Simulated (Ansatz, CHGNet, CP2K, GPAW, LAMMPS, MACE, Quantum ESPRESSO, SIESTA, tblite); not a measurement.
**Other levels on glassy 63SiO2-9CaO-11ZnO-11SrO-6Sc2O3 (mol %) (98 atoms)**

Density of this cell: 3.11 g/cm³. The cell holds 98 atoms: 22 Si, 3 Ca, 4 Zn, 4 Sr, 4 Sc and 61 O. Its edges and angles: a = 11.025 Å, b = 11.025 Å, c = 11.025 Å, α = 90.0°, β = 90.0°, γ = 90.0°. 98 atoms (22 Si, 3 Ca, 4 Zn, 4 Sr, 4 Sc, 61 O) placed at random at 2.93 g/cm³, melted at 4000 K for 10 ps at fixed volume with the Morse and Coulomb pair potential with partial charges (Pedone, Malavasi, Menziani, Cormack and Segre, J. Phys. Chem. B 110, 11780 (2006)). Quenched from 4000 K to 300 K at 25 K/ps and fixed volume, held 10 ps at zero pressure, then minimised at fixed cell.

Geometry: as built.

The reference, a calculation:

```
method                                           : Kohn-Sham DFT, PBE, SSSP efficiency 1.3.0 pseudopotentials, plane waves (Quantum ESPRESSO 7.5); sssp-pbe-1.3.0-efficiency, cutoffs 60/480 Ry, Γ point
r.m.s. force component                           : 0.9642 eV/Å
longest force                                    : 3.212 eV/Å
pressure                                         : 4.846 GPa
gap (highest filled to lowest empty level) : 2.779 eV
time                                             : 5.2 min on 4 MPI ranks of Arm Neoverse V2, shared host
CPU time                                         : 21 min
```

**Question.** The same geometry is run in other programs. How far does each lie from the reference, and what does it cost?
- tblite GFN1-xTB (tblite 0.8.0; 1 thread)
- CP2K PBE, DZVP-MOLOPT-SR, 800/50 Ry, SIGN filter 1e-04, SCF 1e-05 (CP2K 2026.2; 4 MPI ranks)
- SIESTA PBE, DZ, shift 0.01 Ry, mesh 500 Ry (SIESTA 5.4.2; 2 MPI ranks)
- SIESTA PBE, DZP, shift 0.01 Ry, mesh 200 Ry (SIESTA 5.4.2; 2 MPI ranks)
- CP2K PBE, DZVP-MOLOPT-SR, 800/50 Ry, diagonalisation (CP2K 2026.2; 4 MPI ranks)
- SIESTA PBE, DZP, shift 0.01 Ry, mesh 500 Ry (SIESTA 5.4.2; 4 MPI ranks)
- CHGNet 0.3.0 potential (CHGNet 0.3.0; 1 thread)
- tblite IPEA1-xTB (tblite 0.8.0; 1 thread)
- MACE MP-0b2 small potential (MACE MP-0b2 small; 1 thread)
- CHGNet r2SCAN potential (CHGNet r2SCAN; 1 thread)

Differences are against the plane-wave reference, forces as r.m.s. over components; share is that over the reference's r.m.s. force, slope the least-squares factor from reference forces to these. Total energies of different programs have different zeros and aren't compared.

```tsv
run	Δ force, r.m.s. (meV/Å)	share (%)	slope	Δ pressure (GPa)	Δ gap (eV)	cores	CPU time	memory (GiB)
reference	-	-	-	-	-	4	21 min	4.5
tblite GFN1-xTB	652	67.6	1.035	-15.4	-	1	6.2 s	0.13
CP2K PBE, DZVP-MOLOPT-SR, 800/50 Ry, SIGN filter 1e-04, SCF 1e-05 (coarse)	411	42.7	0.907	0.195	-	4	6.7 min	4.3
SIESTA PBE, DZ, shift 0.01 Ry, mesh 500 Ry (coarse)	1069	111	1.826	9.73	-0.148	2	3 min	1.5
SIESTA PBE, DZP, shift 0.01 Ry, mesh 200 Ry	227	23.6	1.145	1.66	-0.381	2	2.6 min	1.1
CP2K PBE, DZVP-MOLOPT-SR, 800/50 Ry, diagonalisation	115	11.9	0.954	-0.0315	-0.124	4	6.8 min	6.7
SIESTA PBE, DZP, shift 0.01 Ry, mesh 500 Ry	226	23.5	1.143	1.68	-0.382	4	6.8 min	2.8
CHGNet 0.3.0 potential	111	11.5	0.958	0.163	-	1	3.8 s	1.2
tblite IPEA1-xTB	611	63.4	0.648	-11.6	-	1	6.3 s	0.14
MACE MP-0b2 small potential	86.6	8.98	0.967	0.0254	-	1	5.9 s	0.67
CHGNet r2SCAN potential	279	28.9	0.747	-4.07	-	1	3.8 s	1.2
```

Rows marked coarse were listed beforehand as settings not expected to be converged; some can still land near the reference.

Times of the machine-learned potentials are mostly Python's start and the loading of weights.

CPU time is summed over cores on a shared host, where runs went side by side, so it is rough. Symmetry, cutoffs, thresholds, outputs and thread counts weren't matched or tuned between programs; memory under MPI is the largest rank's times the ranks.

The PBE runs in local orbitals, coarse settings apart, differ by 12 % (CP2K PBE, DZVP-MOLOPT-SR, 800/50 Ry, diagonalisation) to 24 % (SIESTA PBE, DZP, shift 0.01 Ry, mesh 200 Ry); basis, grid and potentials can all enter. Tight binding differs by 63 % (tblite IPEA1-xTB) to 68 % (tblite GFN1-xTB); it is another model, with fitted parameters of its own, and the xTB methods hold dispersion. Machine-learned potentials differ by 9.0 % (MACE MP-0b2 small potential) to 29 % (CHGNet r2SCAN potential); they were trained on other programs' data, some at another functional. IPEA1-xTB was fitted to ionisation energies and electron affinities, not to forces or charges. Periodic xTB results under one method name differ between programs and library versions. Machine-learned potentials mimic data converged in k, so the reference's own k-point error enters their differences. The network of bonds at the start is that of the classical potential that made the cell, and needn't be the one that DFT or experiment would give. The electronic-structure runs sample only Γ, in a cell whose shortest periodic width is 11 Å.

[Logs are printed without paths, hosts, clocks, repeated set-up lines and the standing remarks that a program may print on its own settings, such as how far it seeks lower states.]

[Hosts, paths, dates, database ids (printed as entryN), source tags and the programs' standing remarks are cut or masked in the printed files.]
